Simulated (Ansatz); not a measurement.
# 4-layer 1T-VO2 (AA) in a perpendicular field, part 2 of 4

Aim: how the 4-layer 1T-VO2 (AA) screens a field along its normal, and what the field does to its bands. A positive field points along +c.

Ansatz 0.2.0; plane-wave DFT, PBE-D3(BJ), Ansatz PAW.

So far. Step 2 (Relaxing the slab): The lattice constant a goes from 2.965 to 2.867 Å.

**3. Single point, field 0**

A sawtooth potential applies the field, turning back in the middle of the vacuum. With the dipole correction the typed value is the field outside the slab. The induced dipole is small, so the SCF threshold is tight.

The cell differs from the one that the last finished run ended in (c 66.626 → 33.698 Å).

The input, input.yaml:

```yaml
crystal:
  lattice:
    - [2.8672832754, 0.0, 0.0]
    - [-1.4336416377, 2.4831401564, 0.0]
    - [0.0, 0.0, 33.6979884606]
  atoms:
    - { symbol: O, position: [0.6666666667, 0.3333333333, 0.2670782563], spin: -0.01 }
    - { symbol: V, position: [0.0, 0.0, 0.2968636944], spin: 0.78 }
    - { symbol: O, position: [0.3333333333, 0.6666666667, 0.3265264027], spin: -0.01 }
    - { symbol: O, position: [0.6666666667, 0.3333333333, 0.4027331036], spin: -0.01 }
    - { symbol: V, position: [0.0, 0.0, 0.4324062294], spin: 0.78 }
    - { symbol: O, position: [0.3333333333, 0.6666666667, 0.4620700512], spin: -0.01 }
    - { symbol: O, position: [0.6666666667, 0.3333333333, 0.5379299488], spin: -0.01 }
    - { symbol: V, position: [0.0, 0.0, 0.5675937706], spin: 0.78 }
    - { symbol: O, position: [0.3333333333, 0.6666666667, 0.5972668964], spin: -0.01 }
    - { symbol: O, position: [0.6666666667, 0.3333333333, 0.6734735973], spin: -0.01 }
    - { symbol: V, position: [0.0, 0.0, 0.7031363056], spin: 0.78 }
    - { symbol: O, position: [0.3333333333, 0.6666666667, 0.7329217437], spin: -0.01 }
magnetization:
  spin_polarized: true
kpoints:
  mp_grid: { grid: [18, 18, 1] }
  band_path:
    path: [[0, 0, 0], [0.5, 0, 0], [0.33333333, 0.33333333, 0], [0, 0, 0]]
    npoints: 16
hamiltonian:
  xc: pbe
  dispersion: d3bj
scf:
  occupations: { method: fermi_dirac, width: 0.02585 }
  convergence: { dr2_threshold: 1.0e-10 }
efield:
  axis: 3
  dipole_correction: true
  ramp_position: 0.97
  ramp_width: 0.06
  amplitude: 0
output:
  dos: { projected: true, e_range: [-6, 5] }
  bader: true
  write_potential: true
  write_density: true
  volumetric_format: npy
  elf: true
```

Command:

```console
$ ansatz run input.yaml --threads 4 --pin off --max-ram 12288MiB --backend cpu --events-out ev --progress --plain --runs-dir out
```

Numbers of over 12 decimals in the logs are rounded to 6 here.

The log of the run:

```text
[...]
Crystal: 12 atoms, lattice volume = 239.925 Å³
Basis set: ecut = 420 eV, 4685 PW (Γ)
Bands: 64, of which v1, the nominal top of the filled ones, is band 50 counted from 1 (49 counted from 0)
Symmetry: 6 space group operations
k-points: 37 of 324 (time reversal used)
[...]
Starting moments: Σ|m| = 3.2 μB on 12 of 12 sites
[...]
SCF iter   1: F=—  HF=-16172.983896 eV  |F-HF|=—  |Δ(HF+E_count)|=         —  Δρ=5.53e-2 (↑5.34e-2 ↓5.53e-2)  dr2=2.72e1  dr2_m=2.19e-1  M=3.993 μB ∫|m|=4.000 μB  β_m=0.96  ethr=3.10e-3  p=0.000 e·Å  D=5.76e-14 V/Å  ΔV_dip=-0.00 eV  dr2_dipole=5.69e-7  V_vac-E_F(+/−)=5.72/5.72 eV  ⟨swp⟩=7.2  Hψ=20560  notcnv=0
[...]
efield: sawtooth ramp at fractional position 0.9700 (set: `efield.ramp_position`, or a place that a band, a saddle search or an elastic batch's reference lends), width 0.0600; the density the first Hamiltonian is built on has a dipole p = 0.000 e·Å; the dipole correction subtracts the counter field D = 5.76e-14 V/Å, which shifts the + side's vacuum level by -0.00 eV against the − side's; the planar-averaged density in the ramp window peaks in size at 4.5e-7 e/Å³
[...]
SCF iter   2: F=—  HF=-16187.247130 eV  |F-HF|=—  |Δ(HF+E_count)|=    1.43e1  Δρ=2.94e-2 (↑2.44e-2 ↓2.94e-2)  dr2=7.48e0  dr2_m=2.60e-2  M=4.000 μB ∫|m|=4.093 μB  β_m=0.44  ethr=3.10e-3  p=0.000 e·Å  D=4.24e-5 V/Å  ΔV_dip=-0.00 eV  dr2_dipole=2.33e-6  V_vac-E_F(+/−)=5.54/5.54 eV  ⟨swp⟩=3.9  Hψ=12250  notcnv=0  defer=301
density mixer auto → msr1: a metal under ldos (density of states about μ 1.59 of a free-electron gas's, 24 screened modes)
SCF iter   3: F=—  HF=-16197.327185 eV  |F-HF|=—  |Δ(HF+E_count)|=    1.01e1  Δρ=1.09e-2 (↑1.09e-2 ↓7.90e-3)  dr2=2.82e-1  dr2_m=3.79e-2  M=4.000 μB ∫|m|=4.316 μB  β_m=0.65  ethr=3.10e-3  p=0.000 e·Å  D=3.19e-5 V/Å  ΔV_dip=-0.00 eV  dr2_dipole=9.16e-7  V_vac-E_F(+/−)=5.93/5.93 eV  ⟨swp⟩=3.9  Hψ=12104  notcnv=0  defer=301
[...]
SCF iter  14: F=-16197.887431 eV  HF=-16197.887431 eV  |F-HF|=1.62e-10  |Δ(HF+E_count)|=  2.36e-11  Δρ=2.54e-8 (↑2.54e-8 ↓1.22e-8)  dr2=1.82e-12  dr2_m=6.02e-13  M=4.000 μB ∫|m|=4.354 μB  ethr=1.00e-12  p=-0.000 e·Å  D=-7.78e-9 V/Å  ΔV_dip=0.00 eV  dr2_dipole=7.26e-15  V_vac-E_F(+/−)=6.55/6.55 eV  ⟨swp⟩=10.8  Hψ=16990  notcnv=0
SCF 1 converged in 14 iterations: F = -16197.887431 eV  dr2 = 1.82e-12
[...]
NSCF: frozen V_eff on 49 k-points
efield: sawtooth ramp at fractional position 0.9700 (kept from the solve that this one continues, or follows in the run), width 0.0600; the density the first Hamiltonian is built on has a dipole p = -0.000 e·Å; the dipole correction subtracts the counter field D = -7.78e-9 V/Å, which shifts the + side's vacuum level by +0.00 eV against the − side's; the planar-averaged density in the ramp window peaks in size at 5.7e-7 e/Å³
SCF converged after 14 iterations
Magnetization: 4.0000 μB (52.0000 up, 48.0000 down)
Absolute magnetization: 4.3586 μB (∫|ρ↑−ρ↓|, with the PAW one-centre terms)
[...]
Per-site moments (μB) at R_I (Å): [(-0.010263, 0.798576), (0.779265, 0.797693), (-0.011140, 0.797693), (-0.011254, 0.797768), (0.780242, 0.797701), (-0.011274, 0.797701), (-0.011274, 0.797701), (0.780242, 0.797701), (-0.011254, 0.797768), (-0.011140, 0.797693), (0.779265, 0.797693), (-0.010263, 0.798576)]
Free energy (F): -16197.887431 eV
[...]
Internal energy: -16197.870714 eV  (E = F + TS)
E sigma→0 (E₀):  -16197.879073 eV
Entropy (-TS):   -0.016717 eV (-1.393 meV/atom)
Fermi energy:    2.038909 eV
Dipole field:    D = -0.000000 V/Å  (p = -0.000000 e·Å, saw-weighted, corrected)
Work function:   Φ+ = 6.5478 eV   Φ− = 6.5478 eV
Levels:          The Fermi level and band energies are counted from a zero that moves with the ramp; work functions are not
[...]
--- Band table (eV; the first three rows and the last of 74) ---
  k-point 0 ↑: bands = [... 46 lower, -0.1891, -0.1564, 1.3561, 1.3561, 1.3585, 1.3585, 1.3627, 1.3627, ... 10 higher]
  k-point 1 ↑: bands = [... 46 lower, -0.3085, -0.1142, 1.4411, 1.4464, 1.4551, 1.4647, 1.4747, 1.4776, ... 10 higher]
  k-point 2 ↑: bands = [... 46 lower, -0.2982, -0.0315, 1.5911, 1.6022, 1.6199, 1.6399, 1.7407, 1.7425, ... 10 higher]
  k-point 36 ↓: bands = [... 46 lower, -1.3828, -1.2978, 3.0100, 3.0341, 3.0634, 3.0879, 3.6167, 3.6167, ... 10 higher]
--- Bader charges: 12 sites ---
  site symbol  charge [e]  shift [e]    m [muB]
     0      O     -1.0270     0.0014     0.0272
     1      V      2.0544     0.0028     0.9455
     2      O     -1.0272     0.0014     0.0270
     3      O     -1.0270     0.0014     0.0268
     4      V      2.0536     0.0028     0.9467
     5      O     -1.0269     0.0014     0.0268
     6      O     -1.0269     0.0014     0.0268
     7      V      2.0536     0.0028     0.9467
     8      O     -1.0270     0.0014     0.0268
     9      O     -1.0272     0.0014     0.0270
    10      V      2.0544     0.0028     0.9455
    11      O     -1.0270     0.0014     0.0272
  estimated error of the sums over rays = 6.2e-4 e
```

It took 99 s on 4 threads of Arm Neoverse V2, shared host; peak memory 1.4 GiB; 6.5 min of CPU time.

In the SCF lines HF is the Harris–Foulkes energy and dr2 the Hartree energy of the density residual, in eV; the loop may stop once dr2 is under the threshold and the program's other checks hold. Hψ counts applications of the Hamiltonian.

This step gave:

```yaml
energy_at_zero_smearing: -16197.8791 eV
work_function_upper_face: 6.548 eV
dipole_along_the_normal: -1.49e-7 e·Å
```

Running mean over a fixed 2.7 Å (it still follows the layers) of the planar mean; the ramp of the sawtooth is left out. Electron's electrostatic potential energy less the Fermi level against z:

z (Å), electron's electrostatic potential energy less the Fermi level (eV) and a bar from the least value:
```
        4        6.5 ##############################
        5        6.5 ##############################
        6        6.5 ##############################
        7        6.3 ##############################
        8        2.0 ######################
        9       -5.2 #########
       10      -10.3 
       11       -5.3 #########
       12        0.6 ###################
       13       -1.4 ################
       14       -8.2 ####
       15       -9.0 ##
       16       -2.3 ##############
       17        0.8 ####################
       18       -4.4 ##########
       19      -10.2 
       20       -6.2 #######
       21        0.2 ###################
       22       -0.6 #################
       23       -7.4 #####
       24       -9.6 #
       25       -3.0 #############
       26        3.9 #########################
       27        6.5 ##############################
       28        6.5 ##############################
       29        6.5 ##############################
       30        6.5 ##############################
```

The density of states has structure finer than the step of the table below, so its rows give means over 0.2 eV, whole bins alone (the curve runs from -6 to 1.99 eV). Peaks (eV: height): total -5.56: 17.1, -4.24: 18.7, -0.21: 16.1, 0.37: 20.6, 0.70: 27.1, 1.03: 17.3, 1.39: 33.7; up -5.59: 9.67, -4.98: 6.32, -4.26: 11.2, -3.30: 6.06, -0.21: 16.1, 0.37: 20.6, 0.67: 19.2; down -5.42: 9.38, -4.10: 11.3, 1.03: 12.3, 1.39: 33.7, 1.77: 13.2.

Density of states against energy, zero at the Fermi level; means over each step; values in states/eV a cell:

```csv
energy (eV),total,up,down
-5.8,12.8,6.75,6.09
-5.6,15.7,8.16,7.51
-5.4,12.4,4.53,7.89
-5.2,8.53,4.32,4.21
-5.0,10.1,4.93,5.14
-4.8,10.7,5.19,5.54
-4.6,7.43,3.67,3.76
-4.4,8.72,5.76,2.96
-4.2,16.1,8.41,7.67
-4.0,14.5,5.78,8.76
-3.8,9.17,3.34,5.83
-3.6,7.63,4.01,3.62
-3.4,10.2,4.97,5.21
-3.2,9.09,4.52,4.57
-3.0,8.37,4.07,4.30
-2.8,7.73,3.67,4.07
-2.6,8.01,3.89,4.12
-2.4,8.84,4.23,4.61
-2.2,5.07,2.39,2.68
-2.0,1.77,0.837,0.931
-1.8,0,0,0
-1.6,0,0,0
-1.4,0,0,0
-1.2,0,0,0
-1.0,0,0,0
-0.8,5.1e-4,5.1e-4,0
-0.6,0.782,0.782,0
-0.4,3.12,3.12,0
-0.2,11.9,11.9,0
0.0,7.03,7.03,0
0.2,2.44,2.44,0
0.4,12.8,12.3,0.443
0.6,11.7,7.81,3.88
0.8,17.7,8.61,9.13
1.0,13.6,4.16,9.48
1.2,4.68,1.18,3.50
1.4,11.9,0,11.9
1.6,7.48,0,7.48
1.8,7.59,0,7.59
```

Projected DOS per atom over height of the atomic layer and energy from the Fermi level. Layers: O V O O V O O V O O V O from below.

Values in states/eV, 22 rows by 12 columns, each cell a mean:
```
0.13 1.44 0.13 0.14 1.47 0.14 0.14 1.47 0.14 0.13 1.44 0.13
0.15 2.01 0.14 0.14 1.97 0.14 0.14 1.97 0.14 0.14 2.01 0.15
0.23 1.88 0.23 0.23 1.89 0.23 0.23 1.89 0.23 0.23 1.88 0.23
0.43 3.13 0.42 0.42 3.12 0.42 0.42 3.12 0.42 0.42 3.13 0.43
0.15 1.87 0.15 0.15 1.88 0.15 0.15 1.88 0.15 0.15 1.87 0.15
0.17 1.39 0.17 0.17 1.40 0.17 0.17 1.40 0.17 0.17 1.39 0.17
0.13 1.18 0.13 0.12 1.17 0.12 0.12 1.17 0.12 0.13 1.18 0.13
0.00 0.07 0.00 0.00 0.07 0.00 0.00 0.07 0.00 0.00 0.07 0.00
0.00 0.00 0.00 0.00 0.00 0.00 0.00 0.00 0.00 0.00 0.00 0.00
0.00 0.00 0.00 0.00 0.00 0.00 0.00 0.00 0.00 0.00 0.00 0.00
0.02 0.00 0.02 0.07 0.00 0.07 0.07 0.00 0.07 0.02 0.00 0.02
0.67 0.02 0.66 0.60 0.03 0.60 0.60 0.03 0.60 0.66 0.02 0.67
0.97 0.08 0.96 1.01 0.09 1.01 1.01 0.09 1.01 0.96 0.08 0.97
1.02 0.15 0.99 0.86 0.14 0.87 0.87 0.14 0.86 0.99 0.15 1.02
1.03 0.24 0.97 1.07 0.23 1.06 1.06 0.23 1.07 0.97 0.24 1.03
0.85 0.28 0.84 0.91 0.31 0.91 0.91 0.31 0.91 0.84 0.28 0.85
1.39 0.65 1.39 1.37 0.65 1.37 1.37 0.65 1.37 1.39 0.65 1.39
1.14 0.60 1.02 1.03 0.55 1.01 1.01 0.55 1.03 1.02 0.60 1.14
0.94 0.45 0.95 0.94 0.45 0.95 0.95 0.45 0.94 0.95 0.45 0.94
0.82 0.57 0.85 0.88 0.59 0.88 0.88 0.59 0.88 0.85 0.57 0.82
1.24 0.97 1.24 1.19 0.94 1.18 1.18 0.94 1.19 1.24 0.97 1.24
1.18 0.96 1.05 1.14 0.98 1.14 1.14 0.98 1.14 1.05 0.96 1.18
```
Columns: height of the atomic layer (Å) from 9 to 24.7 (not evenly spaced); rows upwards: energy from the Fermi level (eV) from -5.96 to 1.96.

Projected DOS per atom, spin up over height of the atomic layer and energy from the Fermi level. Layers: O V O O V O O V O O V O from below.

Ten even steps from '0' (0.00 states/eV) to '9' (1.76 states/eV), each cell a mean:
```
000000000000
000000000000
020020020020
191191191191
090090090090
070070070070
060060060060
000000000000
000000000000
000000000000
000000000000
101101101101
202202202202
202202202202
202202202202
202202202202
213313313312
323323323323
212212212212
212212212212
323222222323
323333333323
```
Columns: height of the atomic layer (Å) from 9 to 24.7 (not evenly spaced); rows upwards: energy from the Fermi level (eV) from -5.96 to 1.96.

Projected DOS per atom, spin down over height of the atomic layer and energy from the Fermi level. Layers: O V O O V O O V O O V O from below.

Ten even steps from '0' (0.00 states/eV) to '9' (2.01 states/eV), each cell a mean:
```
070070070070
090090090090
060070070060
070070070070
000000000000
000000000000
000000000000
000000000000
000000000000
000000000000
000000000000
101101101101
202202202202
202202202202
202202202202
202202202202
414414414414
201101101102
212212212212
212212212212
323323323323
322222222223
```
Columns: height of the atomic layer (Å) from 9 to 24.7 (not evenly spaced); rows upwards: energy from the Fermi level (eV) from -5.96 to 1.96.

Deep bands are left out, so band numbers here count from the lowest band kept and differ from the log's. The electronic bands at the labelled points (eV, zero at the Fermi level; # counts the bands kept):

```csv
point,up #25,up #27,up #28,up #32,down #25,down #26,down #27,down #28
Γ,-0.68,-0.68,-0.68,-0.67,0.42,0.42,0.42,0.42
halfway,-0.24,-0.19,-0.15,0.29,0.70,0.72,0.75,0.78
M,-0.43,-0.38,-0.36,0.29,0.59,0.60,0.62,0.64
halfway,-0.23,-0.21,-0.20,0.45,0.90,0.90,0.91,0.92
K,-0.30,-0.26,-0.25,0.69,0.97,1.00,1.02,1.05
halfway,0.00,0.02,0.04,0.45,1.05,1.06,1.08,1.09
Γ,-0.68,-0.68,-0.68,-0.67,0.42,0.42,0.42,0.42
```

Spin density in the ca plane at fractional y = 0.000, with atoms of V within 0.2 Å of it.

Values in units of 1e-1 e/Å³, 5 rows by 16 columns, each cell a mean:
```
0.0 0.0 0.0 0.0 0.0 0.0 0.0 0.4 4.8 1.9 0.1 0.0 1.7 4.9 0.5 0.0
0.0 0.0 0.0 0.0 0.0 0.0 0.0 0.0 0.4 0.2 0.0 0.0 0.2 0.4 0.1 0.0
0.0 0.0 0.0 0.0 0.0 0.0 0.0 0.0 0.1 0.0 0.0 0.0 0.0 0.1 0.0 0.0
0.0 0.0 0.0 0.0 0.0 0.0 0.0 0.1 1.0 0.4 0.0 0.0 0.4 1.0 0.2 0.0
0.0 0.0 0.0 0.0 0.0 0.0 0.0 0.6 7.4 2.9 0.1 0.1 2.6 7.7 0.7 0.0
```
Columns run along c (16.0 Å, from fractional 0.04 to 0.52 of the cell), rows up along a (2.9 Å). Atoms in or near the plane, at fractional coordinates: V at (0.30, 0.00), V at (0.43, 0.00).

Electrostatic potential energy in the ca plane at fractional y = 0.000, with atoms of V within 0.2 Å of it. With pseudopotentials it is smooth inside the atoms' cores, unlike the true potential.

Ten even steps from '0' (-30 eV) to '9' (9 eV), each cell a mean:
```
99999999999999999999850000489999972010168999
99999999999999999999872002689999985101479999
99999999999999999999886556889999987655789999
99999999999999999999887777889999988777889999
99999999999999999999887777889999988767789999
99999999999999999999875224789999986323689999
99999999999999999999860000589999973000278999
99999999999999999999840110389999871020068999
```
Columns run along c (16.0 Å, from fractional 0.04 to 0.52 of the cell; values clipped at the 3rd and 97th percentile), rows up along a (2.9 Å). Atoms in or near the plane, at fractional coordinates: V at (0.30, 0.00), V at (0.43, 0.00).

Valence density in the ca plane at fractional y = 0.000, with atoms of V within 0.2 Å of it. It is the smooth field of the valence electrons, not physical close to the nuclei.

Values in units of 1e0 e/Å³, 5 rows by 16 columns, each cell a mean:
```
0.0 0.0 0.0 0.0 0.0 0.0 0.0 0.2 6.1 1.8 0.1 0.0 1.4 6.4 0.3 0.0
0.0 0.0 0.0 0.0 0.0 0.0 0.0 0.3 0.6 0.5 0.1 0.1 0.4 0.6 0.3 0.1
0.0 0.0 0.0 0.0 0.0 0.0 0.0 0.4 0.4 0.5 0.2 0.2 0.5 0.3 0.5 0.1
0.0 0.0 0.0 0.0 0.0 0.0 0.0 0.2 1.3 0.6 0.1 0.1 0.5 1.4 0.3 0.0
0.0 0.0 0.0 0.0 0.0 0.0 0.0 0.2 8.9 2.5 0.0 0.0 2.1 9.3 0.3 0.0
```
Columns run along c (16.0 Å, from fractional 0.04 to 0.52 of the cell), rows up along a (2.9 Å). Atoms in or near the plane, at fractional coordinates: V at (0.30, 0.00), V at (0.43, 0.00).

The work function of the upper face is 6.55 eV.

**4. Atoms held, field 0.03 V/Å**

input.yaml: that of step 3 with these lines changed.

```diff
@@ -36,6 +36,4 @@
   ramp_width: 0.06
-  amplitude: 0
+  amplitude: 0.03
 output:
-  dos: { projected: true, e_range: [-6, 5] }
-  bader: true
   write_potential: true
@@ -43,2 +41 @@
   volumetric_format: npy
-  elf: true
```

The log of the run:

```text
[...]
Crystal: 12 atoms, lattice volume = 239.925 Å³
Basis set: ecut = 420 eV, 4685 PW (Γ)
Bands: 64, of which v1, the nominal top of the filled ones, is band 50 counted from 1 (49 counted from 0)
Symmetry: 6 space group operations
k-points: 37 of 324 (time reversal used)
[...]
Starting moments: Σ|m| = 3.2 μB on 12 of 12 sites
[...]
k-point 1 ↑: bands = [... 46 lower, -0.3085, -0.1142, 1.4410, 1.4464, 1.4551, 1.4647, 1.4746, 1.4776, ... 10 higher]
  k-point 2 ↑: bands = [... 46 lower, -0.2982, -0.0315, 1.5911, 1.6022, 1.6199, 1.6399, 1.7407, 1.7425, ... 10 higher]
  k-point 36 ↓: bands = [... 46 lower, -1.3828, -1.2978, 3.0100, 3.0341, 3.0634, 3.0879, 3.6167, 3.6167, ... 10 higher]
[key lines of the parts left out:]
SCF converged after 14 iterations
Magnetization: 4.0000 μB (52.0000 up, 48.0000 down)
Free energy (F): -16197.887728 eV
Fermi energy:    2.038898 eV
Dipole field:    D = 0.014947 V/Å  (p = 0.019819 e·Å, saw-weighted, corrected)
```

Elapsed: 82 s, on 4 threads; peak memory 1.4 GiB.

The dipole is 0.0198 e·Å.

**5. Single point, field -0.03 V/Å**

input.yaml: that of step 4 with these lines changed.

```diff
@@ -36,3 +36,3 @@
   ramp_width: 0.06
-  amplitude: 0.03
+  amplitude: -0.03
 output:
```

The log of the run:

```text
[...]
Crystal: 12 atoms, lattice volume = 239.925 Å³
Basis set: ecut = 420 eV, 4685 PW (Γ)
Bands: 64, of which v1, the nominal top of the filled ones, is band 50 counted from 1 (49 counted from 0)
Symmetry: 6 space group operations
k-points: 37 of 324 (time reversal used)
[...]
Starting moments: Σ|m| = 3.2 μB on 12 of 12 sites
[...]
k-point 1 ↑: bands = [... 46 lower, -0.3084, -0.1142, 1.4410, 1.4464, 1.4551, 1.4647, 1.4746, 1.4776, ... 10 higher]
  k-point 2 ↑: bands = [... 46 lower, -0.2982, -0.0315, 1.5911, 1.6022, 1.6199, 1.6399, 1.7407, 1.7425, ... 10 higher]
  k-point 36 ↓: bands = [... 46 lower, -1.3828, -1.2978, 3.0100, 3.0341, 3.0634, 3.0879, 3.6167, 3.6167, ... 10 higher]
[key lines of the parts left out:]
SCF converged after 14 iterations
Magnetization: 4.0000 μB (52.0000 up, 48.0000 down)
Free energy (F): -16197.887728 eV
Fermi energy:    2.038899 eV
Dipole field:    D = -0.014942 V/Å  (p = -0.019812 e·Å, saw-weighted, corrected)
```

Run time: 80 s. Hardware: 4 threads; peak memory 1.4 GiB; 5.2 min of CPU time.

The dipole is -0.0198 e·Å.

**6. Atoms held, field 0.15 V/Å**

input.yaml: that of step 5 with these lines changed.

```diff
@@ -34,5 +34,5 @@
   dipole_correction: true
-  ramp_position: 0.97
-  ramp_width: 0.06
-  amplitude: -0.03
+  ramp_position: 0.9513
+  ramp_width: 0.0973
+  amplitude: 0.15
 output:
```

The log of the run:

```text
[...]
Crystal: 12 atoms, lattice volume = 239.925 Å³
Basis set: ecut = 420 eV, 4685 PW (Γ)
Bands: 64, of which v1, the nominal top of the filled ones, is band 50 counted from 1 (49 counted from 0)
Symmetry: 6 space group operations
k-points: 37 of 324 (time reversal used)
[...]
Starting moments: Σ|m| = 3.2 μB on 12 of 12 sites
[...]
k-point 1 ↑: bands = [... 46 lower, -0.3077, -0.1142, 1.4408, 1.4463, 1.4551, 1.4647, 1.4743, 1.4775, ... 10 higher]
  k-point 2 ↑: bands = [... 46 lower, -0.2982, -0.0315, 1.5908, 1.6020, 1.6199, 1.6398, 1.7400, 1.7424, ... 10 higher]
  k-point 36 ↓: bands = [... 46 lower, -1.3828, -1.2978, 3.0098, 3.0338, 3.0634, 3.0879, 3.6164, 3.6165, ... 10 higher]
[key lines of the parts left out:]
SCF converged after 14 iterations
Magnetization: 4.0000 μB (52.0000 up, 48.0000 down)
Free energy (F): -16197.894864 eV
Fermi energy:    2.038786 eV
Dipole field:    D = 0.074740 V/Å  (p = 0.099098 e·Å, saw-weighted, corrected)
```

The job ended after 78 s (4 threads; peak memory 1.4 GiB; 5.1 min of CPU time).

The dipole is 0.0991 e·Å.

(Part 2 of 4 ends here.)

[Logs are printed without paths, hosts, clocks, repeated set-up lines and the standing remarks that a program may print on its own settings, such as how far it seeks lower states.]

[Hosts, paths, dates, database ids (printed as entryN), source tags and the programs' standing remarks are cut or masked in the printed files.]

[Maps of the electrostatic potential energy from Ansatz leave out the sawtooth potential of an applied field or a dipole correction, so their vacuum need not be flat; planar profiles and work functions include it.]
